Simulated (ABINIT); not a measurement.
**NaF (Villiaumite): G0W0 in ABINIT against the screening cutoff in the self-energy**

Aim: move the screening cutoff in the self-energy of a G0W0 run on NaF (Villiaumite) over a wide range.

Program: ABINIT 10.8.3. Level of theory: PBEsol and many-body steps on it, plane waves. Results are calculated unless marked as measured.

## (1) The starting structure

It takes space group Fm-3m (No. 225, cubic). Conventional cell: a = 4.640 Å, b = 4.640 Å, c = 4.640 Å, α = 90.00°, β = 90.00°, γ = 90.00°. Nearest to Na lie 6 F at 2.32 Å. Nearest to F lie 6 Na at 2.32 Å. Farther neighbours and most contacts between anions are not listed.

The cell and positions come from the Crystallography Open Database and are kept as given unless a step says otherwise.

## (2) Screening, 4×4×4 mesh, 82 bands, screening to 217.7 eV

This step: ABINIT 10.8.3; RPA screening on PBEsol, plane waves, norm-conserving pseudopotentials.

The RPA dielectric matrix is built and inverted for each q.

File run.abi:

```
acell 3*1.0 Angstrom
rprim 
  -0.000000000000 2.320000000000 2.320000000000
  2.320000000000 -0.000000000000 2.320000000000
  2.320000000000 2.320000000000 -0.000000000000
ntypat 2
znucl 11 9
natom 2
typat 1 2
xred 
  0.000000000000 0.000000000000 0.000000000000
  0.500000000000 0.500000000000 0.500000000000
pp_dirpath "pseudos"
pseudos "Na.upf, F.upf"
ecut 38
ngkpt 4 4 4
nshiftk 1
shiftk 0 0 0
kptopt 1
chksymbreak 0
istwfk *1
occopt 1
irdwfk 1
optdriver 3
nband 82
ecuteps 8
inclvkb 2
awtr 1
symchi 1
indata_prefix "in"
outdata_prefix "out"
tmpdata_prefix "tmp"
```

Launch:

```console
> OMP_NUM_THREADS=1 mpirun -n 4 abinit run.abi > log
```

The log of the run:

```text
.Version 10.8.3 of ABINIT. v10.8.2 released Aug 2026.

 Symmetries : space group Fm -3 m (#225); Bravais cF (face-center cubic)
[... echo of the input left out ...]
== DATASET  1 ==================================================================
-   mpi_nproc: 4, omp_nthreads: 1 (-1 if OMP is not activated)

--- !DatasetInfo
iteration_state: {dtset: 1, }
dimensions: {natom: 2, nkpt: 8, mband: 82, nsppol: 1, nspinor: 1, nspden: 1, mpw: 1917, }
cutoff_energies: {ecut:  38.0, pawecutdg:  -1.0, }
electrons: {nelect:   1.60000000E+01, charge:   0.00000000E+00, occopt:   1.00000000E+00, tsmear:   1.00000000E-02, }

 SCREENING: Calculation of the susceptibility and dielectric matrices

 Based on a program developped by R.W. Godby, V. Olevano, G. Onida, and L. Reining.
 Incorporated in ABINIT by V. Olevano, G.-M. Rignanese, and M. Torrent.
.Using double precision arithmetic ; gwpc =  8

[... cell and pseudopotentials left out ...]
--------------------------------------------------------------------------------

 ==== K-mesh for the wavefunctions ====
 Number of points in the irreducible wedge :     8
[... list of points left out ...]
 Together with 48 symmetry operations and time-reversal symmetry
 yields    64 points in the full Brillouin Zone.

 ==== Q-mesh for the screening function ====
 Number of points in the irreducible wedge :     8
[... list of points left out ...]
 Together with 48 symmetry operations and time-reversal symmetry
 yields    64 points in the full Brillouin Zone.

 setmesh: FFT mesh size selected  =    25x   25x   25
          total number of points  =        15625

 vcoul_init : cutoff-mode = AUXILIARY_FUNCTION
 q-points for optical limit:   1
     1)      0.000010    0.000020    0.000030

- screening: taking advantage of time-reversal symmetry
- Maximum band index for partially occupied states nbvw = 8
- Remaining bands to be divided among processors   nbcw = 74
- Number of bands treated by each node ~18

 Number of electrons calculated from density =   16.0000; Expected =   16.0000
 average of density, n =  0.094936
 r_s =    1.3599
 omega_plasma =   29.7215 [eV]

 calculating chi0 at frequencies [eV] :
  1    0.000000E+00    0.000000E+00
  2    0.000000E+00    2.972147E+01

--------------------------------------------------------------------------------
  q-point number  1        q = ( 0.000000, 0.000000, 0.000000) [r.l.u.]
--------------------------------------------------------------------------------
[... chi0 elements left out ...]
 For q-point:  0.000010 0.000020 0.000030
  dielectric constant =   1.8190
  dielectric constant without local fields =   1.9181

  Average fulfillment of the sum rule on Im[epsilon] for q-point    1 :     59.70  [%]
[... wings left out ...]
  q-point number  2        q = ( 0.250000, 0.000000, 0.000000) [r.l.u.]
--------------------------------------------------------------------------------
[... chi0 elements left out ...]
  Average fulfillment of the sum rule on Im[epsilon] for q-point    2 :     73.15  [%]

 [... 6 further q-points ...]
```

Run time: 7.2 s. Hardware: 4 MPI ranks of Arm Neoverse V2, shared host; peak memory 0.52 GiB; 28 s of CPU time.

Numbers from this step:

```
ε∞ with local fields, on this mesh, along the program's q direction : 1.819
the same without local fields                                       : 1.918
plasma frequency                                                    : 29.72 eV
plane waves in the screening matrix                                 : 169
```

Local fields lower ε∞ by 5 %. On a Γ-centred mesh this coarse the value itself is usually too large, while a short band sum pulls it down.

## (3) 0.8 Ha

This step: G0W0 on PBEsol, plane waves, norm-conserving pseudopotentials.

Changes to run.abi since step 2:

```diff
@@ -23,8 +23,15 @@
 irdwfk 1
-optdriver 3
+optdriver 4
 nband 82
-ecuteps 8
-inclvkb 2
-awtr 1
-symchi 1
+gwcalctyp 0
+ecutsigx 38
+symsigma 1
+nkptgw 1
+kptgw 
+  0.0000000000 0.0000000000 0.0000000000
+bdgw 
+  6 12
+ecuteps 0.8
+irdscr 1
+ppmodel 1
 indata_prefix "in"
```

The log of the run:

```text
.Version 10.8.3 of ABINIT. v10.8.2 released Aug 2026.

 Symmetries : space group Fm -3 m (#225); Bravais cF (face-center cubic)
[... echo of the input left out ...]
== DATASET  1 ==================================================================
-   mpi_nproc: 4, omp_nthreads: 1 (-1 if OMP is not activated)

--- !DatasetInfo
iteration_state: {dtset: 1, }
dimensions: {natom: 2, nkpt: 8, mband: 82, nsppol: 1, nspinor: 1, nspden: 1, mpw: 1917, }
cutoff_energies: {ecut:  38.0, pawecutdg:  -1.0, }
electrons: {nelect:   1.60000000E+01, charge:   0.00000000E+00, occopt:   1.00000000E+00, tsmear:   1.00000000E-02, }

 SIGMA: Calculation of the GW corrections

 Based on a program developped by R.W. Godby, V. Olevano, G. Onida, and L. Reining.
 Incorporated in ABINIT by V. Olevano, G.-M. Rignanese, and M. Torrent.
.Using double precision arithmetic ; gwpc =  8

[... cell and pseudopotentials left out ...]
--------------------------------------------------------------------------------

 ==== K-mesh for the wavefunctions ====
 Number of points in the irreducible wedge :     8
[... list of points left out ...]
 Together with 48 symmetry operations and time-reversal symmetry
 yields    64 points in the full Brillouin Zone.

 ==== Q-mesh for screening function ====
 Number of points in the irreducible wedge :     8
[... list of points left out ...]
 Together with 48 symmetry operations and time-reversal symmetry
 yields    64 points in the full Brillouin Zone.

 vcoul_init : cutoff-mode = AUXILIARY_FUNCTION
 q-points for optical limit:   1
     1)      0.000010    0.000020    0.000030
 setmesh: FFT mesh size selected  =    36x   36x   36
          total number of points  =        46656

 Number of electrons calculated from density =   16.0000; Expected =   16.0000
 average of density, n =  0.094936
 r_s =    1.3599
 omega_plasma =   29.7215 [eV]

 === KS Band Gaps ===
  >>>> For spin  1
   Minimum direct gap =   6.1803 [eV], located at k-point      :   0.0000  0.0000  0.0000
   Fundamental gap    =   6.1803 [eV], Top of valence bands at :   0.0000  0.0000  0.0000
                                       Bottom of conduction at :   0.0000  0.0000  0.0000
 SIGMA fundamental parameters:
 PLASMON POLE MODEL  1
 number of plane-waves for SigmaX                 1917
 number of plane-waves for SigmaC and W              9
 number of plane-waves for wavefunctions          1917
 number of bands                                    82
 number of independent spin polarizations            1
 number of spinorial components                      1
 number of k-points in IBZ                           8
 number of q-points in IBZ                           8
 number of symmetry operations                      48
 number of k-points in BZ                           64
 number of q-points in BZ                           64
 number of frequencies for dSigma/dE                 9
 frequency step for dSigma/dE [eV]                0.25
 number of omega for Sigma on real axis              0
 max omega for Sigma on real axis  [eV]           0.00
 zcut for avoiding poles [eV]                     0.10

 EPSILON^-1 parameters (SCR file):
 dimension of the eps^-1 matrix on file            169
 dimension of the eps^-1 matrix used                 9
 number of plane-waves for wavefunctions          1917
 number of bands                                    82
 number of q-points in IBZ                           8
 number of frequencies                               2
 number of real frequencies                          1
 number of imag frequencies                          1

 matrix elements of self-energy operator (all in [eV])

 Perturbative Calculation

--- !SelfEnergy_ee
iteration_state: {dtset: 1, }
kpoint     : [   0.000,    0.000,    0.000, ]
spin       : 1
KS_gap     :    6.180
QP_gap     :   12.343
Delta_QP_KS:    6.163
data: !SigmaeeData |
     Band     E0 <VxcDFT>   SigX SigC(E0)      Z dSigC/dE  Sig(E)    E-E0       E
        6  -1.485 -22.214 -30.058   2.787   0.895  -0.117 -26.740  -4.526  -6.011
        7  -1.485 -22.214 -30.058   2.787   0.895  -0.117 -26.740  -4.526  -6.011
        8  -1.485 -22.214 -30.058   2.787   0.895  -0.117 -26.740  -4.526  -6.011
        9   4.696  -9.609  -5.258  -2.563   0.916  -0.092  -7.972   1.637   6.332
       10  17.416  -7.362  -2.141  -2.866   0.912  -0.097  -5.214   2.147  19.564
       11  17.416  -7.362  -2.141  -2.866   0.912  -0.097  -5.214   2.147  19.564
       12  17.416  -7.362  -2.141  -2.866   0.912  -0.097  -5.214   2.147  19.564

== END DATASET(S) ==============================================================
================================================================================

 -outvars: echo values of variables after computation  --------
           etotal      0.0000000000E+00
            nband          82
             nkpt           8
          spgroup         225
 [... the other variables as echoed above ...]

 Calculation completed.
```

Elapsed: 1.8 s, on 4 MPI ranks; peak memory 0.12 GiB.

Numbers from this step:

- G0W0 gap on the points computed: 12.34 eV
- starting gap on the mesh: 6.180 eV
- k of the valence top: 0, 0, 0
- k of the conduction bottom: 0, 0, 0
- Z at the valence top: 0.895
- Z at the conduction bottom: 0.916
- least direct G0W0 gap on the computed points: 12.34 eV

## (4) 1.6 Ha

Changes to run.abi since step 3:

```diff
@@ -33,3 +33,3 @@
   6 12
-ecuteps 0.8
+ecuteps 1.6
 irdscr 1
```

The log of the run:

```text
.Version 10.8.3 of ABINIT. v10.8.2 released Aug 2026.

 Symmetries : space group Fm -3 m (#225); Bravais cF (face-center cubic)
[... echo of the input left out ...]
== DATASET  1 ==================================================================
-   mpi_nproc: 4, omp_nthreads: 1 (-1 if OMP is not activated)

--- !DatasetInfo
iteration_state: {dtset: 1, }
dimensions: {natom: 2, nkpt: 8, mband: 82, nsppol: 1, nspinor: 1, nspden: 1, mpw: 1917, }
cutoff_energies: {ecut:  38.0, pawecutdg:  -1.0, }
electrons: {nelect:   1.60000000E+01, charge:   0.00000000E+00, occopt:   1.00000000E+00, tsmear:   1.00000000E-02, }

 SIGMA: Calculation of the GW corrections

 Based on a program developped by R.W. Godby, V. Olevano, G. Onida, and L. Reining.
 Incorporated in ABINIT by V. Olevano, G.-M. Rignanese, and M. Torrent.
.Using double precision arithmetic ; gwpc =  8

[... cell and pseudopotentials left out ...]
--------------------------------------------------------------------------------

 ==== K-mesh for the wavefunctions ====
 Number of points in the irreducible wedge :     8
[... list of points left out ...]
 Together with 48 symmetry operations and time-reversal symmetry
 yields    64 points in the full Brillouin Zone.

 ==== Q-mesh for screening function ====
 Number of points in the irreducible wedge :     8
[... list of points left out ...]
 Together with 48 symmetry operations and time-reversal symmetry
 yields    64 points in the full Brillouin Zone.

 vcoul_init : cutoff-mode = AUXILIARY_FUNCTION
 q-points for optical limit:   1
     1)      0.000010    0.000020    0.000030
 setmesh: FFT mesh size selected  =    36x   36x   36
          total number of points  =        46656

 Number of electrons calculated from density =   16.0000; Expected =   16.0000
[...]
number of q-points in BZ                           64
 number of frequencies for dSigma/dE                 9
 frequency step for dSigma/dE [eV]                0.25
 number of omega for Sigma on real axis              0
 max omega for Sigma on real axis  [eV]           0.00
 zcut for avoiding poles [eV]                     0.10

 EPSILON^-1 parameters (SCR file):
 dimension of the eps^-1 matrix on file            169
 dimension of the eps^-1 matrix used                15
 number of plane-waves for wavefunctions          1917
 number of bands                                    82
 number of q-points in IBZ                           8
 number of frequencies                               2
 number of real frequencies                          1
 number of imag frequencies                          1

 matrix elements of self-energy operator (all in [eV])

 Perturbative Calculation

--- !SelfEnergy_ee
iteration_state: {dtset: 1, }
kpoint     : [   0.000,    0.000,    0.000, ]
spin       : 1
KS_gap     :    6.180
QP_gap     :   11.464
Delta_QP_KS:    5.284
data: !SigmaeeData |
     Band     E0 <VxcDFT>   SigX SigC(E0)      Z dSigC/dE  Sig(E)    E-E0       E
        6  -1.485 -22.214 -30.058   3.362   0.870  -0.150 -26.111  -3.897  -5.382
        7  -1.485 -22.214 -30.058   3.362   0.870  -0.150 -26.111  -3.897  -5.382
        8  -1.485 -22.214 -30.058   3.362   0.870  -0.150 -26.111  -3.897  -5.382
        9   4.696  -9.609  -5.258  -2.827   0.910  -0.099  -8.222   1.387   6.082
       10  17.416  -7.362  -2.141  -3.145   0.907  -0.103  -5.479   1.882  19.298
       11  17.416  -7.362  -2.141  -3.145   0.907  -0.103  -5.479   1.882  19.298
       12  17.416  -7.362  -2.141  -3.145   0.907  -0.103  -5.479   1.882  19.298

== END DATASET(S) ==============================================================
================================================================================

 -outvars: echo values of variables after computation  --------
           etotal      0.0000000000E+00
            nband          82
             nkpt           8
          spgroup         225
 [... the other variables as echoed above ...]

 Calculation completed.
```

The job ended after 2 s (4 MPI ranks; peak memory 0.12 GiB; 7.6 s of CPU time).

Numbers from this step:

* G0W0 gap on the points computed: 11.46 eV
* starting gap on the mesh: 6.180 eV
* k of the valence top: 0, 0, 0
* k of the conduction bottom: 0, 0, 0
* Z at the valence top: 0.87
* Z at the conduction bottom: 0.91
* least direct G0W0 gap on the computed points: 11.46 eV

## (5) 2.8 Ha

The self-energy is evaluated for the states that the input lists, and the levels follow from it, in one-shot runs by the linearised quasiparticle equation.

Changes to run.abi since step 4:

```diff
@@ -33,3 +33,3 @@
   6 12
-ecuteps 1.6
+ecuteps 2.8
 irdscr 1
```

The log of the run:

```text
.Version 10.8.3 of ABINIT. v10.8.2 released Aug 2026.

 Symmetries : space group Fm -3 m (#225); Bravais cF (face-center cubic)
[... echo of the input left out ...]
== DATASET  1 ==================================================================
-   mpi_nproc: 4, omp_nthreads: 1 (-1 if OMP is not activated)

--- !DatasetInfo
iteration_state: {dtset: 1, }
dimensions: {natom: 2, nkpt: 8, mband: 82, nsppol: 1, nspinor: 1, nspden: 1, mpw: 1917, }
cutoff_energies: {ecut:  38.0, pawecutdg:  -1.0, }
[...]
10  17.416  -7.362  -2.141  -3.197   0.904  -0.106  -5.532   1.830  19.246
       11  17.416  -7.362  -2.141  -3.197   0.904  -0.106  -5.532   1.830  19.246
       12  17.416  -7.362  -2.141  -3.197   0.904  -0.106  -5.532   1.830  19.246

== END DATASET(S) ==============================================================
================================================================================

 -outvars: echo values of variables after computation  --------
           etotal      0.0000000000E+00
            nband          82
             nkpt           8
          spgroup         225
 [... the other variables as echoed above ...]

 Calculation completed.
```

It took 2 s on 4 MPI ranks; peak memory 0.12 GiB; 7.7 s of CPU time.

Numbers from this step:

| Property | Result |
| --- | --- |
| G0W0 gap on the points computed | 11.02 eV |
| starting gap on the mesh | 6.180 eV |
| k of the valence top | 0, 0, 0 |
| k of the conduction bottom | 0, 0, 0 |
| least direct G0W0 gap on the computed points | 11.02 eV |

The gap on the mesh goes from 6.18 eV to 11.02 eV, a correction of +4.84 eV.

[end of part 1 of 2]

[Paths, hosts, dates, memory and timing lines, banners, echoed tables and standing remarks are left out of the program output.]

[Logs are printed without paths, hosts, clocks, repeated set-up lines and the standing remarks that a program may print on its own settings, such as how far it seeks lower states.]

[Runs of the session that timed out or met a known fault of the program may be left out.]

[No measured gap is set beside runs whose start may be inverted or whose files or cutoffs have a known fault.]

[Hosts, paths, dates, database ids (printed as entryN), source tags and the programs' standing remarks are cut or masked in the printed files.]

[G0W0 gaps are taken among the corrected bands and points alone; a level outside them can change the order at an edge.]

[Where Ansatz stands beside ABINIT at settings called matched, ABINIT's density can come from a denser mesh and the files from another edition; pairs whose starting gaps differed by over 0.03 eV were left out, so agreement reads better than it is.]
